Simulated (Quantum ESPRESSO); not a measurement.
# Zr (Zirconium): from the cell to the phonon bands, part 2 of 3

How does Zr (Zirconium) vibrate, and is this structure a minimum?

Quantum ESPRESSO 7.5; DFT PBEsol, scalar-relativistic, plane waves, PseudoDojo norm-conserving pseudopotentials.

So far. Step 2 (A probe with smearing): No gap opens on this mesh, so smearing is kept; the start stands at -3.4 GPa. Step 4 (Self-consistent run for the response): The cell stands at -0.017 GPa, close enough for phonons. The relaxed cell has a = 3.187, c = 5.112 Å (conventional setting).

### Step 7. Linear response on the mesh

Linear response treats each wavevector in the unit cell, with no supercell; the 3×3×2 mesh fixes the range of the force constants to be had. The change of the potential is kept for the electron-phonon matrix elements.

Contents of ph.in:

```
phonons
&inputph
   prefix = 'x'
   outdir = './tmp'
   fildyn = 'x.dyn'
   tr2_ph = 1.0d-18
   alpha_mix(1) = 0.4
   nmix_ph = 8
   ldisp = .true.
   nq1 = 3
   nq2 = 3
   nq3 = 2
   electron_phonon = 'interpolated'
   fildvscf = 'dvscf'
   el_ph_sigma = 0.005
   el_ph_nsigma = 10
/
```

Started as:

```sh
OMP_NUM_THREADS=1 mpirun -n 4 ph.x -nk 4 -in ph.in > ph.out
```

Numbers of over 12 decimals in the logs are rounded to 6 here.

Output:

```text
[banners, grids, parts of the stress and lines that vanish by symmetry left out]
[banner, memory and clock lines left out]
Program PHONON v.7.5

[...]
Exchange-correlation= PBESOL
                           (   1   4  10   8   0   0   0)
[...]
(   6 q-points):
[...]
kinetic-energy cut-off    =      66.0000  Ry
     charge density cut-off    =     264.0000  Ry
     convergence threshold     =      1.0E-18
[...]
Exchange-correlation= PBESOL
                           (   1   4  10   8   0   0   0)
[...]
q = (   0.0000000   0.0000000   0.0000000 )
     25 Sym.Ops. (with q -> -q+G )
     G cutoff =  242.4934  (  21973 G-vectors)     FFT grid: ( 32, 32, 50)
     number of k points=   135  Marzari-Vanderbilt smearing, width (Ry)=  0.0200
[...]
Mode symmetry, D_6h(6/mmm) point group:
[...]
Representation #   1 mode #   1
[...]
End of self-consistent calculation
     Convergence has been achieved
     Representation #   2 modes #   2   3
[...]
End of self-consistent calculation
     Convergence has been achieved
     Representation #   3 mode #   4
[...]
End of self-consistent calculation
     Convergence has been achieved
     Representation #   4 modes #   5   6
[...]
End of self-consistent calculation
     Convergence has been achieved
[...]
q = (    0.000000000   0.000000000   0.000000000 )
[...]
freq (    1) =       0.014393 [THz] =       0.480096 [cm-1]
     freq (    2) =       0.020661 [THz] =       0.689190 [cm-1]
     freq (    3) =       0.020661 [THz] =       0.689190 [cm-1]
     freq (    4) =       2.150323 [THz] =      71.727067 [cm-1]
     freq (    5) =       2.150323 [THz] =      71.727067 [cm-1]
     freq (    6) =       4.875112 [THz] =     162.616247 [cm-1]
[...]
Mode symmetry, D_6h(6/mmm) point group:
     freq (   1-   1) =          0.5  [cm-1]   --> A_2u            I
     freq (   2-   3) =          0.7  [cm-1]   --> E_1u            I
     freq (   4-   5) =         71.7  [cm-1]   --> E_2g            R
     freq (   6-   6) =        162.6  [cm-1]   --> B_1g
[...]
lambda(    1)=  0.0000   gamma=    0.04 GHz
     lambda(    2)=  0.0000   gamma=    0.03 GHz
     lambda(    3)=  0.0000   gamma=    0.03 GHz
     lambda(    4)=  0.5553   gamma=   33.99 GHz
     lambda(    5)=  0.5510   gamma=   33.72 GHz
     lambda(    6)=  0.2509   gamma=   78.95 GHz
[...]
Representation #   1 modes #   1   2
[...]
Convergence has been achieved
     Representation #   2 modes #   3   4   5   6
[...]
Convergence has been achieved
[...]
q = (    0.000000000   0.000000000  -0.311697727 )
[...]
freq (    1) =       1.460658 [THz] =      48.722319 [cm-1]
     freq (    2) =       1.460658 [THz] =      48.722319 [cm-1]
     freq (    3) =       1.460658 [THz] =      48.722319 [cm-1]
     freq (    4) =       1.460658 [THz] =      48.722319 [cm-1]
     freq (    5) =       4.135723 [THz] =     137.952879 [cm-1]
     freq (    6) =       4.135723 [THz] =     137.952879 [cm-1]
[...]
lambda(    1)=  0.3390   gamma=    9.58 GHz
     lambda(    2)=  0.3377   gamma=    9.54 GHz
     lambda(    3)=  0.3361   gamma=    9.49 GHz
     lambda(    4)=  0.3364   gamma=    9.50 GHz
     lambda(    5)=  0.0757   gamma=   17.13 GHz
     lambda(    6)=  0.0772   gamma=   17.49 GHz
[...]
Mode symmetry, C_2v (mm2)  point group:
[...]
Representation #   1 mode #   1
[...]
Convergence has been achieved
     Representation #   2 mode #   2
[...]
Convergence has been achieved
[...]
Convergence has been achieved
[...]
Convergence has been achieved
[...]
Convergence has been achieved
[...]
Convergence has been achieved
[...]
q = (    0.000000000   0.384900179   0.000000000 )
[...]
freq (    1) =       1.890533 [THz] =      63.061402 [cm-1]
     freq (    2) =       2.155435 [THz] =      71.897570 [cm-1]
[...]
Mode symmetry, C_2v (mm2)  point group:
     freq (   1-   1) =         63.1  [cm-1]   --> B_1  D_3  S_3
     freq (   2-   2) =         71.9  [cm-1]   --> B_2  D_4  S_4
     freq (   3-   3) =        141.7  [cm-1]   --> B_1  D_3  S_3
     freq (   4-   4) =        148.9  [cm-1]   --> A_1  D_1  S_1
     freq (   5-   5) =        165.6  [cm-1]   --> B_2  D_4  S_4
     freq (   6-   6) =        169.5  [cm-1]   --> A_1  D_1  S_1
[...]
lambda(    1)=  0.2238   gamma=   10.59 GHz
     lambda(    2)=  0.2103   gamma=   12.93 GHz
[...]
Convergence has been achieved
[...]
Convergence has been achieved
[...]
Convergence has been achieved
[...]
q = (    0.000000000   0.384900179  -0.311697727 )
[...]
Mode symmetry, D_3h (-62m) point group:
[...]
Representation #   1 mode #   1
[...]
Convergence has been achieved
     Representation #   2 mode #   2
[...]
Convergence has been achieved
     Representation #   3 modes #   3   4
[...]
Convergence has been achieved
     Representation #   4 modes #   5   6
[...]
Convergence has been achieved
[...]
q = (    0.333333333   0.577350269   0.000000000 )
[...]
freq (    5) =       4.472765 [THz] =     149.195393 [cm-1]
     freq (    6) =       6.243119 [THz] =     208.248021 [cm-1]
[...]
Mode symmetry, D_3h (-62m) point group:
     freq (   1-   2) =        127.5  [cm-1]   --> E''
     freq (   3-   4) =        147.3  [cm-1]   --> E'
     freq (   5-   5) =        149.2  [cm-1]   --> A'_2
     freq (   6-   6) =        208.2  [cm-1]   --> A'_1
[...]
lambda(    5)=  0.0773   gamma=   20.48 GHz
     lambda(    6)=  0.0330   gamma=   17.03 GHz
[...]
Representation #   1 modes #   1   2
[...]
Convergence has been achieved
     Representation #   2 modes #   3   4
[...]
End of self-consistent calculation
     Convergence has been achieved
     Representation #   3 modes #   5   6
[...]
End of self-consistent calculation
     Convergence has been achieved
[...]
q = (    0.333333333   0.577350269  -0.311697727 )
[...]
freq (    1) =       2.135358 [THz] =      71.227890 [cm-1]
     freq (    2) =       2.135358 [THz] =      71.227890 [cm-1]
     freq (    3) =       5.293439 [THz] =     176.570115 [cm-1]
     freq (    4) =       5.293439 [THz] =     176.570115 [cm-1]
     freq (    5) =       5.541493 [THz] =     184.844295 [cm-1]
     freq (    6) =       5.541493 [THz] =     184.844295 [cm-1]
[...]
lambda(    1)=  0.5799   gamma=   35.00 GHz
     lambda(    2)=  0.5861   gamma=   35.38 GHz
     lambda(    3)=  0.0476   gamma=   17.66 GHz
     lambda(    4)=  0.0473   gamma=   17.54 GHz
     lambda(    5)=  0.0789   gamma=   32.09 GHz
     lambda(    6)=  0.0794   gamma=   32.26 GHz
[...]
1   0.333333333   0.577350269  -0.311697727
          2  -0.333333333  -0.577350269   0.311697727


[key lines of the parts left out:]
the Fermi energy is    14.5483 ev
```

Elapsed: 1.7 h, on 4 MPI ranks of Arm Neoverse V1, shared host; 6.9 h of CPU time.

Numbers from this step:

```
largest acoustic frequency at the zone centre before the sum rule  : 0.69 cm⁻¹
highest optical zone-centre mode (no LO-TO term)                   : 162.6 cm⁻¹
lowest optical zone-centre mode                                    : 71.73 cm⁻¹
lowest mode on the q mesh (acoustic ones at the zone centre apart) : 48.72 cm⁻¹
```

Frequencies (cm⁻¹) at each irreducible wavevector; negative means imaginary. Frequencies by wavevector:

```tsv
q (fractions)	star	mode 1	mode 2	mode 3	mode 4	mode 5	mode 6
0 0 0	1	0.48	0.69	0.69	71.73	71.73	162.6
0 0 -0.5	1	48.72	48.72	48.72	48.72	137.9	137.9
0 0.3333 0	6	63.06	71.9	141.7	148.9	165.6	169.5
0 0.3333 -0.5	6	108.2	108.2	113.9	113.9	177.6	177.6
0.3333 0.3333 0	2	127.5	127.5	147.3	147.3	149.2	208.2
0.3333 0.3333 -0.5	2	71.23	71.23	176.6	176.6	184.8	184.8
```

Couplings of single modes at a Gaussian broadening of 0.02 Ry, as ph.x prints them; it sets λ to zero for modes under 20 cm⁻¹. Mode couplings:

```tsv
q (fractions)	mode	frequency (cm⁻¹)	λ	linewidth γ (GHz)
0 0 -0.5	1	48.72	0.339	9.58
0 0 -0.5	2	48.72	0.3377	9.54
0 0 -0.5	3	48.72	0.3361	9.49
0 0 -0.5	4	48.72	0.3364	9.5
0 0 -0.5	5	137.9	0.0757	17.13
0 0 -0.5	6	137.9	0.0772	17.49
0 0.3333 0	1	63.06	0.2238	10.59
0 0.3333 0	2	71.9	0.2103	12.93
0 0.3333 0	3	141.7	0.0317	7.57
0 0.3333 0	4	148.9	0.1104	29.13
0 0.3333 0	5	165.6	0.0703	22.94
0 0.3333 0	6	169.5	0.0584	19.97
0 0.3333 -0.5	1	108.2	0.051	7.09
0 0.3333 -0.5	2	108.2	0.0532	7.4
0 0.3333 -0.5	3	113.9	0.0957	14.77
0 0.3333 -0.5	4	113.9	0.0937	14.46
0 0.3333 -0.5	5	177.6	0.0774	29.06
0 0.3333 -0.5	6	177.6	0.0798	29.93
0.3333 0.3333 0	1	127.5	0.1675	32.42
0.3333 0.3333 0	2	127.5	0.1684	32.59
0.3333 0.3333 0	3	147.3	0.1737	44.81
0.3333 0.3333 0	4	147.3	0.176	45.4
0.3333 0.3333 0	5	149.2	0.0773	20.48
0.3333 0.3333 0	6	208.2	0.033	17.03
0.3333 0.3333 -0.5	1	71.23	0.5799	35
0.3333 0.3333 -0.5	2	71.23	0.5861	35.38
0.3333 0.3333 -0.5	3	176.6	0.0476	17.66
0.3333 0.3333 -0.5	4	176.6	0.0473	17.54
0.3333 0.3333 -0.5	5	184.8	0.0789	32.09
0.3333 0.3333 -0.5	6	184.8	0.0794	32.26
```

The acoustic modes at Γ come out as far as 0.7 cm⁻¹ from zero, where they should vanish, a small numerical error.

### Step 8. Force constants in real space

The dynamical matrices of the mesh are Fourier-transformed to force constants in real space.

Contents of q2r.in:

```
&input
   fildyn = 'x.dyn'
   zasr = 'crystal'
   flfrc = 'x.fc'
   la2F = .true.
/
```

Started as:

```sh
q2r.x < q2r.in > q2r.out
```

Output:

```text
[banners, grids, parts of the stress and lines that vanish by symmetry left out]
[banner, memory and clock lines left out]
Program Q2R v.7.5

  reading grid info from file x.dyn0

  reading force constants from file x.dyn1
  Dielectric Tensor not found
  nqs=            1
 q=   0.00000000  0.00000000  0.00000000
  reading force constants from file x.dyn2
  nqs=            1
 q=   0.00000000  0.00000000 -0.31169773
  reading force constants from file x.dyn3
  nqs=            6
[...]
reading force constants from file x.dyn4
  nqs=            6
[...]
reading force constants from file x.dyn5
  nqs=            2
[...]
reading force constants from file x.dyn6
  nqs=            2
 q=   0.33333333  0.57735027 -0.31169773
 q=  -0.33333333 -0.57735027  0.31169773

      q-space grid ok, #points =   18

      fft-check success (sum of imaginary terms < 10^-12)

   Preparing gamma for a2F

 Broadening =      0.005
      q-space grid ok, #points =   18

      fft-check success (sum of imaginary terms < 10^-12)

 Broadening =      0.010
[...]
Broadening =      0.045
      q-space grid ok, #points =   18

      fft-check success (sum of imaginary terms < 10^-12)

 Broadening =      0.050
      q-space grid ok, #points =   18

      fft-check success (sum of imaginary terms < 10^-12)
```

Elapsed: 0.48 s, on 1 thread.

### Step 9. Interpolated phonon bands

From the force constants any wavevector is cheap; points of the mesh come back as solved, but for the sum rule and, in polar crystals, the LO-TO term at Γ; the rest is interpolation.

Contents of matdyn.in:

```
&input
   asr = 'crystal'
   flfrc = 'x.fc'
   flfrq = 'x.freq'
   flvec = 'x.modes'
   q_in_band_form = .true.
   q_in_cryst_coord = .true.
/
12
  0.0000000   0.0000000   0.0000000  12  ! GAMMA
  0.5000000  -0.0000000   0.0000000  12  ! M
  0.3333333   0.3333333   0.0000000  12  ! K
  0.0000000   0.0000000   0.0000000  12  ! GAMMA
  0.0000000   0.0000000   0.5000000  12  ! A
  0.5000000  -0.0000000   0.5000000  12  ! L
  0.3333333   0.3333333   0.5000000  12  ! H
  0.0000000   0.0000000   0.5000000   1  ! A
  0.5000000  -0.0000000   0.5000000  12  ! L
  0.5000000  -0.0000000   0.0000000   1  ! M
  0.3333333   0.3333333   0.5000000  12  ! H
  0.3333333   0.3333333   0.0000000   1  ! K
```

Started as:

```sh
matdyn.x -in matdyn.in > matdyn.out
```

Output:

```text
[banner, memory and clock lines left out]
Program MATDYN v.7.5

 mass for atomic type   1 not given; uses mass from file x.fc
 Norm of the difference between old and new effective charges:    0.000000

 Norm of the difference between old and new force-constants:   1.15578e-06

     Message from routine matdyn:
     Z* not found in file x.fc, TO-LO splitting at q=0 will be absent!
     Message from routine matdyn:
     Z* not found in file x.fc, TO-LO splitting at q=0 will be absent!

Note: The following floating-point exceptions are signalling: IEEE_UNDERFLOW_FLAG
```

Elapsed: 0.47 s, on 1 thread.

Numbers from this step:

```
lowest frequency on the path      : 0 cm⁻¹
mean frequency                    : 128.2 cm⁻¹
Debye temperature (second moment) : 251 K
logarithmic mean frequency        : 119.9 cm⁻¹
```

Matdyn.x, sum rule crystal. The phonon branches at the labelled points (cm⁻¹):

```tsv
point	branch 1	branch 2	branch 3	branch 4	branch 5	branch 6
Γ	0	0	0	72	72	163
halfway	54	54	119	121	146	168
M	69	92	159	161	178	187
halfway	102	102	150	152	176	196
K	128	128	147	147	149	208
halfway	63	79	110	150	153	166
Γ	0	0	0	72	72	163
halfway	26	26	66	66	82	160
A	49	49	49	49	138	138
halfway	93	93	102	102	163	163
L	121	121	122	122	192	192
halfway	86	86	157	157	190	190
H	71	71	177	177	185	185
halfway	85	85	124	124	168	168
A	49	49	49	49	138	138
jump to L	121	121	122	122	192	192
halfway	87	108	141	150	186	189
M	69	92	159	161	178	187
jump to H	71	71	177	177	185	185
halfway	97	97	157	171	171	199
K	128	128	147	147	149	208
```

The phonon branches as a text plot (rows in cm⁻¹):

```
    204 |           ***                                        **
    195 |          *   *                  ***            *    *
    187 |      ****                     **   *****       *****
    178 |       ***     *                      *  **        * *
    169 |  *****   *   ******          *      * *            *
    160 |**  * ***  * * **   ****     *      *   *  *      ** **
    152 |     **  **** *         *   *      *     *  *    **   **
    143 |     *    ****   *       * *                 **  *
    134 |   **        **  *       **       *       *    **
    126 |           **  *  *              *              *      *
    117 |  *        * ** *              ***              *
    108 |   *      *       **    *     *   *        *     *    *
    100 |  **     *    ** *           **                 * *
     91 |       **       *  *         *     *        *    * * *
     82 | **   *  *     *  *         *       *   **** *
     74 |*    *  *       *   ****    *        ***    *     ***
     65 |    ****         * *   **  *                 *
     56 |    *            **      ***                  *
     48 |   *                     **                   **
     39 | **               **  *
     30 |                   *    *
     22 |**                  *  *
     13 |*                   * *
      4 |                     *
         Γ      M    K        Γ   A       L    H       A|L M|H  K
```

Lowest modes at the softest wavevector of the mesh; phase exp(i q.(R + tau)). Modes at q = (0.000, 0.000, 0.500):

```tsv
mode	frequency (cm⁻¹)
1	48.7
2	48.7
3	48.7
4	48.7
5	138.0
6	138.0
```

Displacements in mode 4 (48.7 cm⁻¹), the largest set to 1, in the home cell:
```
Zr1 1.00 0.00 0.00
Zr2 0.00 0.00 0.00
```

Displacements in mode 5 (138.0 cm⁻¹), the largest set to 1, in the home cell:
```
Zr1  0.00  0.00  0.00
Zr2  0.00  0.00 -1.00
```

Force constants by pair (phonopy on the run's constants); pairs near half the supercell's span include their periodic images. Pair force constants, by row:

```tsv
atom	neighbour	distance (Å)	third of the trace (eV/Å²)	along the pair's line (eV/Å²)
Zr1	itself	0	6.116	–
Zr1	Zr	3.149	-0.5479	-1.805
Zr1	Zr	3.187	-0.6153	-1.486
Zr1	Zr	4.48	0.2001	0.2402
Zr1	Zr	5.112	-0.12	-1.195
Zr1	Zr	5.498	0.0055	0.0792
Zr1	Zr	5.519	-0.034	0.0087
Zr1	Zr	6.024	-0.0358	-0.0259
Zr2	itself	0	6.116	–
Zr2	Zr	3.149	-0.5479	-1.805
Zr2	Zr	3.187	-0.6153	-1.486
Zr2	Zr	4.48	0.2001	0.2402
Zr2	Zr	5.112	-0.12	-1.195
Zr2	Zr	5.498	0.0055	0.0792
Zr2	Zr	5.519	-0.034	0.0087
Zr2	Zr	6.024	-0.0358	-0.0259
```

Harmonic mean-square displacement, third of the trace. Mean-square displacements:

```tsv
T (K)	Zr1 U_eq (Å²)	Zr2 U_eq (Å²)
0	0.00169	0.00169
100	0.00319	0.00319
300	0.00847	0.00847
600	0.01671	0.01671
```

Mode patterns, pair constants, displacements and means over the zone were worked out by phonopy from the force constants of q2r.x.

All branches are real along the path.

### Step 10. Sums over the zone

Sums over the zone need many more wavevectors than were solved, so the interpolation is sampled on a dense mesh.

Contents of matdyn.in:

```
&input
   asr = 'crystal'
   flfrc = 'x.fc'
   dos = .true.
   fldos = 'x.dos'
   nk1 = 16
   nk2 = 16
   nk3 = 9
   deltaE = 0.3
   la2F = .true.
/
```

Started as:

```sh
matdyn.x -in matdyn.in > matdyn.out
```

Output:

```text
[banner, memory and clock lines left out]
Program MATDYN v.7.5

 mass for atomic type   1 not given; uses mass from file x.fc
 Norm of the difference between old and new effective charges:    0.000000

 Norm of the difference between old and new force-constants:   1.15578e-06

     Message from routine matdyn:
     Z* not found in file x.fc, TO-LO splitting at q=0 will be absent!
 Norm of the difference between old and new effective charges:    0.000000

 Norm of the difference between old and new force-constants:   3.25974e-05

 Norm of the difference between old and new effective charges:    0.000000

 Norm of the difference between old and new force-constants:   4.68083e-05

 Norm of the difference between old and new effective charges:    0.000000

 Norm of the difference between old and new force-constants:   9.14929e-05

 Norm of the difference between old and new effective charges:    0.000000

 Norm of the difference between old and new force-constants:   0.0002182

 Norm of the difference between old and new effective charges:    0.000000

 Norm of the difference between old and new force-constants:   0.00045241

 Norm of the difference between old and new effective charges:    0.000000

 Norm of the difference between old and new force-constants:   0.000759399

 Norm of the difference between old and new effective charges:    0.000000

 Norm of the difference between old and new force-constants:   0.00111307

 Norm of the difference between old and new effective charges:    0.000000

 Norm of the difference between old and new force-constants:   0.00150237

 Norm of the difference between old and new effective charges:    0.000000

 Norm of the difference between old and new force-constants:   0.00191877

 Norm of the difference between old and new effective charges:    0.000000

 Norm of the difference between old and new force-constants:   0.00235487

Note: The following floating-point exceptions are signalling: IEEE_UNDERFLOW_FLAG
```

The job ended after 25 s (1 thread).

Read from the output:

* share of modes beyond 3i cm⁻¹ on the dense interpolated mesh: 0
* zero-point energy per atom: 23.83 meV
* heat capacity at 300 K: 24.10 J/(mol atoms K)
* vibrational entropy at 300 K: 39.16 J/(mol atoms K)

The phonon density of states has structure finer than the step of the table below, so its rows give means over 5 cm⁻¹, whole bins alone (the curve runs from 0 to 208 cm⁻¹). Peaks (cm⁻¹: height): 81.6: 0.0680, 159.6: 0.0570, 168.0: 0.0616, 186.0: 0.0630.

Tetrahedra. Phonon density of states against wavenumber; means over each step:

```tsv
wavenumber (cm⁻¹)	phonon density of states (1/cm⁻¹/cell)
5	6.2e-5
10	2.5e-4
15	6.5e-4
20	0.00124
25	0.00199
30	0.00304
35	0.00435
40	0.00587
45	0.00783
50	0.00992
55	0.0122
60	0.0157
65	0.0201
70	0.0267
75	0.0383
80	0.0577
85	0.0602
90	0.0501
95	0.0456
100	0.0411
105	0.0378
110	0.0356
115	0.0311
120	0.0250
125	0.0310
130	0.0387
135	0.0423
140	0.0445
145	0.0391
150	0.0407
155	0.0465
160	0.0509
165	0.0489
170	0.0539
175	0.0517
180	0.0543
185	0.0574
190	0.0487
195	0.0116
200	0.00524
205	0.00250
```

Harmonic thermodynamic functions per atom, summed over the density of states scaled to three modes an atom; melting is ignored. Thermodynamic functions:

```tsv
T (K)	F_vib (meV/atom)	S (J/mol-atom/K)	C_V (J/mol-atom/K)
0	23.83	0	0
50	23.11	4.748	9.833
100	18.01	14.82	18.72
200	-5.62	29.57	23.1
300	-41.54	39.16	24.1
400	-85.92	46.16	24.46
500	-136.7	51.63	24.63
600	-192.6	56.13	24.73
700	-252.8	59.95	24.78
800	-316.7	63.26	24.82
900	-383.8	66.19	24.85
1000	-453.8	68.81	24.86
```

At 300 K the heat capacity has reached 97 % of the Dulong-Petit value.

(Continued in part 3 of 3.)

[Host names and launcher messages were left out of these logs when they were recorded.]

[Logs are printed without paths, hosts, clocks, repeated set-up lines and the standing remarks that a program may print on its own settings, such as how far it seeks lower states.]

[Hosts, paths, dates, database ids (printed as entryN), source tags and the programs' standing remarks are cut or masked in the printed files.]
